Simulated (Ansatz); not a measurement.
## How fast states decay through SnTe2

A new crystal, SnTe2: structure, gap and complex bands. It is built by putting Te for Se, Sn for Ge in the GeSe2 structure of space group I-42d, with the volume rescaled by atomic radii. The parent structure comes from the Materials Project.

Program: Ansatz 0.2.0. Level of theory: PBE DFT, plane waves, PAW files, in the first sound run; inputs show where later runs differ. Results are calculated unless marked as measured.

The structure was built from a prototype and need not be the compound's stable phase.

### 1. Starting point

The structure is tetragonal, space group I-42d (No. 122). Conventional cell: a = 6.465 Å, b = 6.465 Å, c = 10.424 Å, α = 90.00°, β = 90.00°, γ = 90.00°. Nearest to Sn lie 4 Te at 2.58 Å. Te has 2 Sn at 2.58 Å nearest. It derives from GeSe2. Te for Se, Sn for Ge in the GeSe2 structure of space group I-42d. Farther neighbours and most contacts between anions are not listed.

### 2. Cell and atoms at rest

The substituted atoms don't fit the parent's cell, so cell and atoms relax together. A small smearing keeps the run stable in case the gap closes on the way.

input.yaml reads:

```yaml
crystal:
  lattice:
    - [-3.2326456919, 3.2326456919, 5.21182005]
    - [3.2326456919, -3.2326456919, 5.21182005]
    - [3.2326456919, 3.2326456919, -5.21182005]
  atoms:
    - { symbol: Sn, position: [0.75, 0.25, 0.5] }
    - { symbol: Sn, position: [0.0, 0.0, 0.0] }
    - { symbol: Te, position: [0.63704322, 0.625, 0.51204322] }
    - { symbol: Te, position: [0.375, 0.88704322, 0.01204322] }
    - { symbol: Te, position: [0.875, 0.36295678, 0.98795678] }
    - { symbol: Te, position: [0.11295678, 0.125, 0.48795678] }
kpoints:
  mp_grid: { grid: [6, 6, 6] }
scf:
  occupations: { method: gaussian, width: 0.03 }
hamiltonian:
  xc: pbe
output:
  forces: true
  stress: true
relax:
  f_tol: 0.02
  max_steps: 60
  cell: {}
```

On the command line:

```console
> ansatz run input.yaml --threads 2 --pin off --max-ram 4096MiB --backend cpu --events-out ev --progress --plain --runs-dir out
```

Numbers of over 12 decimals in the logs are rounded to 6 here.

What it wrote:

```text
Engine: ansatz 0.2.0, aarch64-unknown-linux-gnu
Pseudopotentials: kind: paw
Pseudopotential: Sn, paw, valence charge 14, recommended cutoff 420 eV (normal), Sn.paw.azcp
Pseudopotential: Te, paw, valence charge 16, recommended cutoff 420 eV (normal), Te.paw.azcp
Functional definition: PBE
  parameter kappa = 0.804
  parameter beta = 0.066725
  exchange = pbe_x(kappa = kappa, mu = beta*pi^2/3)
  correlation = pbe_c(beta = beta)
Crystal: 6 atoms, lattice volume = 217.854 Å³
Basis set: ecut = 420 eV, 4289 PW (Γ), exchange–correlation on 96×96×96 points (8 copies of the dense FFT grid, shifted against one another)
Bands: 56, of which v1, the nominal top of the filled ones, is band 46 counted from 1 (45 counted from 0)
Symmetry: 8 space group operations
Space group: I-42d (ITA 122), of the structure as read, at distance tolerance 6.0e-5 Å
k-points: 30 of 216 (time reversal used)
Non-local potential: Sn, projectors of the file, l = 0: 2, l = 1: 2, l = 2: 2, l = 3: 2
Non-local potential: Te, projectors of the file, l = 0: 2, l = 1: 2, l = 2: 2, l = 3: 2
PAW form: soft (Blöchl's): semilocal exchange-correlation on the pseudo side does not see the compensation charge
PAW one-centre angular grid: Sn, 590 points (default); XC on 64 Gauss nodes
PAW one-centre angular grid: Te, 590 points (default); XC on 64 Gauss nodes
Initial density: superposition of atomic densities (neutral atoms: chi_scale 0, normalization atom), corrected by the library's trained network
Initial wavefunctions: pseudopotential atomic-orbital guess
Functional: x = pbe(κ = 0.804, μ = 0.219515), c = pbe(β = 0.066725)
SCF iter   1: F=—  HF=-39967.134006 eV  |F-HF|=—  |Δ(HF+E_count)|=         —  Δρ=9.92e-4  dr2=2.98e-3  ethr=1.77e-3  ⟨swp⟩=8.1  Hψ=8076  notcnv=0  defer=17
preconditioner: auto → Resta (q_TF=auto, 2.363 Å⁻¹)  ε∞=3.4  [insulator: Δε(μ)=1.439 eV  Ē_g=9.128 eV  σ=0.030 eV  W_gap=1.00  n_scr=58 (ndim 8)  ℏωp=14.2 eV  f_vac=0.107  D(μ)=0.00/eV (n_scr^D=0)  ε∞_Penn≈3.4]
SCF iter   2: F=—  HF=-39967.135696 eV  |F-HF|=—  |Δ(HF+E_count)|=   1.69e-3  Δρ=5.22e-4  dr2=6.91e-4  ethr=3.24e-6  ⟨swp⟩=2.9  Hψ=3628  notcnv=0  defer=85
SCF iter   3: F=—  HF=-39967.136043 eV  |F-HF|=—  |Δ(HF+E_count)|=   3.47e-4  Δρ=1.44e-4  dr2=4.05e-5  ethr=7.51e-7  ⟨swp⟩=3.0  Hψ=2966  notcnv=0  defer=85
SCF iter   4: F=—  HF=-39967.136063 eV  |F-HF|=—  |Δ(HF+E_count)|=   2.00e-5  Δρ=4.81e-5  dr2=6.16e-6  ethr=4.40e-8  ⟨swp⟩=3.0  Hψ=2958  notcnv=0  defer=85
SCF iter   5: F=—  HF=-39967.136072 eV  |F-HF|=—  |Δ(HF+E_count)|=   8.98e-6  Δρ=1.43e-5  dr2=6.00e-7  ethr=6.70e-9  ⟨swp⟩=2.0  Hψ=2058  notcnv=0  defer=85
SCF iter   6: F=-39967.136073 eV  HF=-39967.136073 eV  |F-HF|=2.68e-8  |Δ(HF+E_count)|=   8.99e-7  Δρ=2.84e-6  dr2=2.27e-8  ethr=1.09e-10  ⟨swp⟩=5.6  Hψ=5766  notcnv=0
SCF 1 converged in 6 iterations: F = -39967.136073 eV  dr2 = 2.27e-8
  greatest PAW one-centre occupation: 0.998 electrons in one spin orbital (limit 2), on the Te atom at site 2 (counted from 0), in its partial waves of l = 2
relax step   1: F+E_penalty+E_count = -39967.13607256 eV  Δ(F+E_penalty+E_count) = +0.000e0 eV  max|allowed force component| = 2.582e0 eV/Å  Δτ_max = 0.0000 Å  P = +11.580 GPa  Ω = 217.854 Å³  (6 SCF iters, dr2 threshold 1.00e-7 eV, accepted)
Crystal: 6 atoms, lattice volume = 239.960 Å³
Basis set: ecut = 420 eV, 4649 PW (Γ), exchange–correlation on 96×96×96 points (8 copies of the dense FFT grid, shifted against one another)
Initial density: handed on by an earlier stage of this run
Initial wavefunctions: those handed on with the density
iter 1 solved again at ethr=1.06e-4 eV; its pass at ethr=3.10e-3 eV (dr2=9.76e-2 eV) is discarded
SCF iter   1: F=—  HF=-39968.759057 eV  |F-HF|=—  |Δ(HF+E_count)|=         —  Δρ=7.39e-3  dr2=9.56e-2  ethr=1.06e-4  ⟨swp⟩=3.1  Hψ=9490  notcnv=0
preconditioner: auto → Resta (q_TF=auto, 2.325 Å⁻¹)  ε∞=3.7  [insulator: Δε(μ)=0.529 eV  Ē_g=8.247 eV  σ=0.030 eV  W_gap=1.00  n_scr=58 (ndim 8)  ℏωp=13.6 eV  f_vac=0.101  D(μ)=0.00/eV (n_scr^D=0)  ε∞_Penn≈3.7]
SCF iter   2: F=—  HF=-39968.759126 eV  |F-HF|=—  |Δ(HF+E_count)|=   6.88e-5  Δρ=4.21e-3  dr2=3.34e-2  ethr=1.04e-4  ⟨swp⟩=2.1  Hψ=1982  notcnv=0
SCF iter   3: F=—  HF=-39968.762651 eV  |F-HF|=—  |Δ(HF+E_count)|=   3.53e-3  Δρ=4.96e-4  dr2=6.89e-4  ethr=3.63e-5  ⟨swp⟩=2.5  Hψ=2478  notcnv=0
SCF iter   4: F=—  HF=-39968.763136 eV  |F-HF|=—  |Δ(HF+E_count)|=   4.85e-4  Δρ=1.87e-4  dr2=1.12e-4  ethr=7.49e-7  ⟨swp⟩=2.7  Hψ=2770  notcnv=0
SCF iter   5: F=—  HF=-39968.763284 eV  |F-HF|=—  |Δ(HF+E_count)|=   1.47e-4  Δρ=4.75e-5  dr2=7.31e-6  ethr=1.22e-7  ⟨swp⟩=2.2  Hψ=2346  notcnv=0
SCF iter   6: F=—  HF=-39968.763293 eV  |F-HF|=—  |Δ(HF+E_count)|=   9.72e-6  Δρ=1.62e-5  dr2=1.04e-6  ethr=7.94e-9  ⟨swp⟩=2.0  Hψ=2460  notcnv=0
SCF iter   7: F=-39968.763295 eV  HF=-39968.763295 eV  |F-HF|=3.44e-8  |Δ(HF+E_count)|=   1.16e-6  Δρ=4.52e-6  dr2=7.35e-8  ethr=6.52e-10  ⟨swp⟩=5.0  Hψ=5640  notcnv=0
SCF 2 converged in 7 iterations: F = -39968.763295 eV  dr2 = 7.35e-8
  greatest PAW one-centre occupation: 0.998 electrons in one spin orbital (limit 2), on the Te atom at site 5 (counted from 0), in its partial waves of l = 2
relax step   2: F+E_penalty+E_count = -39968.76329460 eV  Δ(F+E_penalty+E_count) = -1.627e0 eV  max|allowed force component| = 7.996e-2 eV/Å  Δτ_max = 0.1977 Å  P = +0.396 GPa  Ω = 239.960 Å³  energy of the carried Pulay correction = -4.455e-3 eV  (7 SCF iters, dr2 threshold 6.00e-7 eV, accepted)
Crystal: 6 atoms, lattice volume = 254.163 Å³
Basis set: ecut = 420 eV, 4983 PW (Γ), exchange–correlation on 96×96×96 points (8 copies of the dense FFT grid, shifted against one another)
iter 1 solved again at ethr=1.41e-5 eV; its pass at ethr=3.10e-3 eV (dr2=1.30e-2 eV) is discarded
SCF iter   1: F=—  HF=-39968.798528 eV  |F-HF|=—  |Δ(HF+E_count)|=         —  Δρ=2.85e-3  dr2=1.29e-2  ethr=1.41e-5  ⟨swp⟩=3.5  Hψ=8894  notcnv=0
preconditioner: auto → Resta (q_TF=auto, 2.303 Å⁻¹)  ε∞=3.6  [insulator: Δε(μ)=0.797 eV  Ē_g=8.239 eV  σ=0.030 eV  W_gap=1.00  n_scr=60 (ndim 8)  ℏωp=13.2 eV  f_vac=0.133  D(μ)=0.00/eV (n_scr^D=0)  ε∞_Penn≈3.6]
SCF iter   2: F=—  HF=-39968.798102 eV  |F-HF|=—  |Δ(HF+E_count)|=   4.26e-4  Δρ=1.63e-3  dr2=4.48e-3  ethr=1.41e-5  ⟨swp⟩=1.0  Hψ=1680  notcnv=0
SCF iter   3: F=—  HF=-39968.798515 eV  |F-HF|=—  |Δ(HF+E_count)|=   4.14e-4  Δρ=1.79e-4  dr2=1.22e-4  ethr=4.87e-6  ⟨swp⟩=2.0  Hψ=2124  notcnv=0
SCF iter   4: F=—  HF=-39968.798579 eV  |F-HF|=—  |Δ(HF+E_count)|=   6.40e-5  Δρ=8.46e-5  dr2=2.60e-5  ethr=1.33e-7  ⟨swp⟩=2.0  Hψ=2431  notcnv=0
SCF iter   5: F=—  HF=-39968.798609 eV  |F-HF|=—  |Δ(HF+E_count)|=   3.01e-5  Δρ=2.38e-5  dr2=1.98e-6  ethr=2.83e-8  ⟨swp⟩=2.0  Hψ=2327  notcnv=0
SCF iter   6: F=-39968.798611 eV  HF=-39968.798611 eV  |F-HF|=2.57e-7  |Δ(HF+E_count)|=   1.16e-6  Δρ=6.23e-6  dr2=1.17e-7  ethr=6.52e-10  ⟨swp⟩=5.0  Hψ=5674  notcnv=0
SCF 3 converged in 6 iterations: F = -39968.798611 eV  dr2 = 1.17e-7
  greatest PAW one-centre occupation: 0.998 electrons in one spin orbital (limit 2), on the Te atom at site 3 (counted from 0), in its partial waves of l = 2
relax step   3: F+E_penalty+E_count = -39968.79861081 eV  Δ(F+E_penalty+E_count) = -3.532e-2 eV  max|allowed force component| = 2.366e-2 eV/Å  Δτ_max = 0.0806 Å  P = +0.134 GPa  Ω = 254.163 Å³  energy of the carried Pulay correction = -7.098e-3 eV  (6 SCF iters, dr2 threshold 6.00e-7 eV, accepted)
[...]
relax step   4: F+E_penalty+E_count = -39968.80041573 eV  Δ(F+E_penalty+E_count) = -1.805e-3 eV  max|allowed force component| = 1.363e-2 eV/Å  Δτ_max = 0.0018 Å  P = +0.031 GPa  Ω = 255.681 Å³  energy of the carried Pulay correction = -7.372e-3 eV  (5 SCF iters, dr2 threshold 1.60e-7 eV, accepted)
[...]
relax step   5: F+E_penalty+E_count = -39968.80564025 eV  Δ(F+E_penalty+E_count) = -5.225e-3 eV  max|allowed force component| = 1.993e-2 eV/Å  Δτ_max = 0.0296 Å  P = +0.060 GPa  Ω = 252.741 Å³  energy of the carried Pulay correction = -6.841e-3 eV  (6 SCF iters, dr2 threshold 4.14e-8 eV, accepted)
[...]
relax step   6: F+E_penalty+E_count = -39968.80694264 eV  Δ(F+E_penalty+E_count) = -1.302e-3 eV  max|allowed force component| = 1.650e-3 eV/Å  Δτ_max = 0.0165 Å  P = -0.014 GPa  Ω = 251.516 Å³  energy of the carried Pulay correction = -6.618e-3 eV  (6 SCF iters, dr2 threshold 1.94e-8 eV, accepted)
[...]
relax step   7: F+E_penalty+E_count = -39968.80754869 eV  Δ(F+E_penalty+E_count) = -6.060e-4 eV  max|allowed force component| = 4.867e-4 eV/Å  Δτ_max = 0.0140 Å  P = -0.003 GPa  Ω = 249.975 Å³  energy of the carried Pulay correction = -6.335e-3 eV  (8 SCF iters, accepted)
Basis set: ecut = 420 eV, 4923 PW (Γ), exchange–correlation on 100×100×100 points (8 copies of the dense FFT grid, shifted against one another)
Initial wavefunctions: pseudopotential atomic-orbital guess (no wavefunctions were taken with the density)
iter 1 solved again at ethr=5.78e-7 eV; its pass at ethr=3.10e-3 eV (dr2=5.32e-4 eV) is discarded
SCF iter   1: F=—  HF=-39968.805388 eV  |F-HF|=—  |Δ(HF+E_count)|=         —  Δρ=3.30e-4  dr2=1.01e-5  ethr=5.78e-7  ⟨swp⟩=3.2  Hψ=11527  notcnv=0
preconditioner: auto → Resta (q_TF=auto, 2.310 Å⁻¹)  ε∞=3.6  [insulator: Δε(μ)=0.700 eV  Ē_g=8.222 eV  σ=0.030 eV  W_gap=1.00  n_scr=60 (ndim 8)  ℏωp=13.3 eV  f_vac=0.104  D(μ)=0.00/eV (n_scr^D=0)  ε∞_Penn≈3.6]
SCF iter   2: F=—  HF=-39968.811536 eV  |F-HF|=—  |Δ(HF+E_count)|=   6.15e-3  Δρ=1.67e-4  dr2=2.31e-6  ethr=1.10e-8  ⟨swp⟩=3.0  Hψ=3410  notcnv=0
SCF iter   3: F=—  HF=-39968.813568 eV  |F-HF|=—  |Δ(HF+E_count)|=   2.03e-3  Δρ=1.85e-5  dr2=6.92e-8  ethr=2.51e-9  ⟨swp⟩=3.0  Hψ=3190  notcnv=0
SCF iter   4: F=—  HF=-39968.813590 eV  |F-HF|=—  |Δ(HF+E_count)|=   2.27e-5  Δρ=1.24e-6  dr2=5.75e-9  ethr=7.52e-11  ⟨swp⟩=2.1  Hψ=2325  notcnv=0
SCF iter   5: F=—  HF=-39968.813590 eV  |F-HF|=—  |Δ(HF+E_count)|=   7.15e-9  Δρ=6.59e-7  dr2=1.47e-9  ethr=6.26e-12  ⟨swp⟩=2.0  Hψ=2152  notcnv=0
SCF iter   6: F=—  HF=-39968.813590 eV  |F-HF|=—  |Δ(HF+E_count)|=   1.56e-8  Δρ=1.69e-7  dr2=6.95e-11  ethr=1.60e-12  ⟨swp⟩=2.0  Hψ=2160  notcnv=0
SCF iter   7: F=-39968.813590 eV  HF=-39968.813590 eV  |F-HF|=2.18e-11  |Δ(HF+E_count)|=  9.02e-10  Δρ=5.79e-8  dr2=1.37e-11  ethr=1.00e-12  ⟨swp⟩=5.0  Hψ=5624  notcnv=0
SCF 8 converged in 7 iterations: F = -39968.813590 eV  dr2 = 1.37e-11
relax step   8: F+E_penalty+E_count = -39968.81359028 eV  Δ(F+E_penalty+E_count) = -6.042e-3 eV  max|allowed force component| = 1.563e-3 eV/Å  Δτ_max = 0.0000 Å  P = +0.003 GPa  Ω = 249.975 Å³  stress off target by 3.48e-2 GPa  SCF on the basis re-selected at this cell (its energy is not comparable with the rows above)  (7 SCF iters)
basis re-selected at this cell: Δ(F+E_penalty+E_count) = -6.042e-3 eV, ΔP = +0.006 GPa vs the last step (what re-selecting the basis moved, of the pressure what is left beyond the Pulay correction that the steps carried, after the strain that the cell walked since its last selection, with what the two solves' SCF thresholds leave and, on support functions, any second-order correction that the steps lacked; it is no measure of the basis error at this ecutwfc). The dense FFT grid was sized anew with the basis: this SCF ran on 50×50×50 points, the steps before it on 48×48×48, so part of this shift can come from that change (see relax.cell in the input reference). [rest of the remark cut]
SCF converged after 7 iterations
Free energy (F): -39968.813590 eV
Harris-Foulkes:  -39968.813590 eV  (|F-HF|=2.18e-11)
Internal energy: -39968.813590 eV  (E = F + TS)
E sigma→0 (E₀):  -39968.813590 eV
Fermi energy:    5.779559 eV
--- Per-component energies (eV) ---
  E_band       = -1532.063066
  E_kinetic    = 1090.987579
  E_local      = -8931.007848  (includes V_loc(G=0)·N_el)
  E_nonlocal   = -1303.978095
  E_hartree    = 5226.274908
  E_xc         = -1257.122246
  E_vxc        = -601.873133  (∫ρ·V_xc dr)
  E_paw        = -26927.177898  (= ΣΔE_a)
  E_vpaw       = -2238.740900  (= ΣTr[D̂ρ^β])
  E_aug_tail   = -0.000738  (compensation charges beyond the density's cutoff)
  E_ewald      = -7866.789252
  E_smearing   = -0.000000  (= −TS)
  E_closure    = 0.000000  (closes the sum)
  Σ components = -39968.813590   (vs F -39968.813590, Δ=0.00e0)
--- Forces (eV/Å), atoms counted from 1 ---
  atom   1  Sn     0.00000000     0.00000000     0.00000000
  atom   2  Sn     0.00000000     0.00000000     0.00000000
  atom   3  Te    -0.00000000     0.00156287    -0.00000000
  atom   4  Te     0.00156287    -0.00000000    -0.00000000
  atom   5  Te    -0.00156287    -0.00000000    -0.00000000
  atom   6  Te     0.00000000    -0.00156287    -0.00000000
  max |Σ_I F_I| component: 1.39e-17 eV/Å
--- Stress (GPa, compression-positive) ---
       -0.012350       0.000000       0.000000
        0.000000      -0.012350      -0.000000
        0.000000       0.000000       0.034843
  P = ⅓ Tr σ = 0.0034 GPa (0.034 kbar)
--- Relaxed structure (7 steps of the walk, 7 accepted, 1 SCFs on fresh bases) ---
  F+E_penalty+E_count = -39968.81359028 eV   max|allowed force component| = 1.563e-3 eV/Å   (the final SCF, on the basis selected at the relaxed cell)
  cell:  # Å, volume = 249.9747 Å³
    - [-3.296858, 3.296858, 5.749573]
    - [3.296858, -3.296858, 5.749573]
    - [3.296858, 3.296858, -5.749573]
  atoms:
    - { symbol: Sn, position: [0.750000, 0.250000, 0.500000] }
    - { symbol: Sn, position: [-3.633408871467152e-19, 3.074422891241476e-19, 0] }
    - { symbol: Te, position: [0.609893, 0.625, 0.484893] }
    - { symbol: Te, position: [0.375000, 0.859893, -0.015107] }
    - { symbol: Te, position: [0.875, 0.390107, 1.015107] }
    - { symbol: Te, position: [0.140107, 0.125000, 0.515107] }
```

It took 1.8 min on 2 threads of Arm Neoverse V1, shared host; peak memory 0.67 GiB; 3.6 min of CPU time.

Relaxation path:

| step | energy less that of the first step (eV) | largest force component (eV/Å) | pressure (GPa) | volume (Å³) |
| --- | --- | --- | --- | --- |
| 1 | 0.0000 | 2.5823 | 11.58 | 217.85 |
| 2 | -1.6272 | 0.0800 | 0.40 | 239.96 |
| 3 | -1.6625 | 0.0237 | 0.13 | 254.16 |
| 4 | -1.6643 | 0.0136 | 0.03 | 255.68 |
| 5 | -1.6696 | 0.0199 | 0.06 | 252.74 |
| 6 | -1.6709 | 0.0016 | -0.01 | 251.52 |
| 7 | -1.6715 | 0.0005 | 0.00 | 249.97 |
| 8* | -1.6775 | 0.0016 | 0.00 | 249.97 |

Relaxation steps marked * repeat the geometry before them on a plane-wave basis chosen anew for their cell, so energy and pressure can jump there.

Forces are held to the 8 operations that the run works with; a distortion that breaks them can't arise in this run.

```csv
"conventional cell, symmetrised",before,after,change
a (Å),6.465,6.594,+2.0 %
b (Å),6.465,6.594,+2.0 %
c (Å),10.424,11.499,+10.3 %
volume (Å³/atom),36.31,41.66,+14.7 %
```

The atoms that moved most (Å, as changes of fractional coordinates times the final cell):

```csv
atom,dx,dy,dz,length
Te3,0.000,-0.179,0.000,0.179
Te5,0.179,0.000,0.000,0.179
Te4,-0.179,0.000,0.000,0.179
Te6,0.000,0.179,0.000,0.179
```

Final coordinates:

```xyz
6
Lattice="-3.2969 3.2969 5.7496 3.2969 -3.2969 5.7496 3.2969 3.2969 -5.7496" Properties=species:S:1:pos:R:3 pbc="T T T"
Sn    0.0000    3.2969    2.8748
Sn    0.0000    0.0000    0.0000
Te    1.6484    1.5488    4.3122
Te    1.5488   -1.6484    7.1870
Te    1.7480    4.9453    1.4374
Te    1.6484    1.7480   -1.4374
```

This step gave:

| Property | Result |
| --- | --- |
| free energy | -39968.8136 eV |
| Fermi energy | 5.780 eV |
| pressure | 0.003381 GPa |

The largest force component on a free atom ends at 0.0016 eV/Å.

### 3. Band edges

The energy window and the wavevectors of the next steps follow from the band edges, so these are searched first, off the mesh as well.

input.yaml reads:

```yaml
crystal:
  lattice:
    - [-3.2968580285, 3.2968580285, 5.749573251]
    - [3.2968580285, -3.2968580285, 5.749573251]
    - [3.2968580285, 3.2968580285, -5.749573251]
  atoms:
    - { symbol: Sn, position: [0.75, 0.25, 0.5] }
    - { symbol: Sn, position: [0.0, 0.0, 0.0] }
    - { symbol: Te, position: [0.6098928518, 0.625, 0.4848928518] }
    - { symbol: Te, position: [0.375, 0.8598928518, -0.0151071482] }
    - { symbol: Te, position: [0.875, 0.3901071482, 1.0151071482] }
    - { symbol: Te, position: [0.1401071482, 0.125, 0.5151071482] }
kpoints:
  mp_grid: { grid: [6, 6, 6] }
  band_path: { path: [VBM, CBM], npoints: 30 }
scf:
  occupations: { method: fixed }
hamiltonian:
  xc: pbe
output:
  eigenvalues: true
  write_potential: true
  write_density: true
  volumetric_format: npy
```

What it wrote:

```text
[...]
Crystal: 6 atoms, lattice volume = 249.975 Å³
Basis set: ecut = 420 eV, 4923 PW (Γ)
Bands: 56, of which v1, the nominal top of the filled ones, is band 46 counted from 1 (45 counted from 0)
Symmetry: 8 space group operations
[...]
k-points: 30 of 216 (time reversal used)
[...]
SCF iter   1: F=—  HF=-39968.815504 eV  |F-HF|=—  |Δ(HF+E_count)|=         —  Δρ=1.15e-3  dr2=3.95e-3  ethr=1.77e-3  ⟨swp⟩=5.5  Hψ=5491  notcnv=0  defer=240
[...]
SCF iter   7: F=-39968.813656 eV  HF=-39968.813656 eV  |F-HF|=1.95e-8  |Δ(HF+E_count)|=   1.81e-7  Δρ=2.82e-6  dr2=2.13e-8  ethr=1.09e-10  ⟨swp⟩=13.6  Hψ=7260  notcnv=0
SCF 1 converged in 7 iterations: F = -39968.813656 eV  dr2 = 2.13e-8
[...]
NSCF: frozen V_eff on 30 k-points
[...]
SCF converged after 7 iterations
Free energy (F): -39968.813656 eV
[...]
Internal energy: -39968.813656 eV  (E = F + TS)
E sigma→0 (E₀):  -39968.813656 eV
Fermi energy:    5.430462 eV
[...]
--- Band table (eV; the first three rows and the last of 30) ---
  k-point 0: bands = [... 42 lower, 3.6469, 5.1728, 5.1728, 5.4305, 6.3543, 6.6335, 7.3058, 8.6529, ... 6 higher]
  k-point 1: bands = [... 42 lower, 3.8559, 4.5966, 5.1259, 5.1434, 6.7799, 6.8131, 7.7673, 8.5414, ... 6 higher]
  k-point 2: bands = [... 42 lower, 4.2952, 4.5180, 4.8737, 5.1203, 6.7029, 6.7061, 8.1879, 8.6911, ... 6 higher]
  k-point 29: bands = [... 42 lower, 3.8522, 3.8522, 4.8642, 4.8642, 6.1296, 6.1296, 7.5508, 7.5508, ... 6 higher]
```

The job ended after 73 s (2 threads; peak memory 0.63 GiB).

In the SCF lines HF is the Harris–Foulkes energy and dr2 the Hartree energy of the density residual, in eV; the loop may stop once dr2 is under the threshold and the program's other checks hold. Hψ counts applications of the Hamiltonian.

Numbers from this step:

```
free energy         : -39968.8137 eV
Fermi energy        : 5.430 eV
gap on the k-mesh   : 0.6991 eV
gap on path         : 0.6983 eV, by band count; negative where bands overlap
direct gap on path  : 0.9239 eV
edge places on path : 0, 0.5350 1/A along the path
```

The electronic bands at the labelled points (eV, zero at the Fermi level (highest filled level under fixed occupations); v1 is the highest filled band, c1 the lowest empty one):

```
  point     v4     v3     v2     v1    c1    c2    c3    c4
    VBM  -1.78  -0.26  -0.26   0.00  0.92  1.20  1.88  3.22
halfway  -1.75  -0.85  -0.47  -0.47  1.03  1.13  2.36  2.76
    CBM  -1.58  -1.57  -0.57  -0.57  0.70  0.70  2.12  2.12
```

The searched edges give 0.698 eV, as on the mesh.

[end of part 1 of 2]

[Logs are printed without paths, hosts, clocks, repeated set-up lines and the standing remarks that a program may print on its own settings, such as how far it seeks lower states.]

[Hosts, paths, dates, database ids (printed as entryN), source tags and the programs' standing remarks are cut or masked in the printed files.]
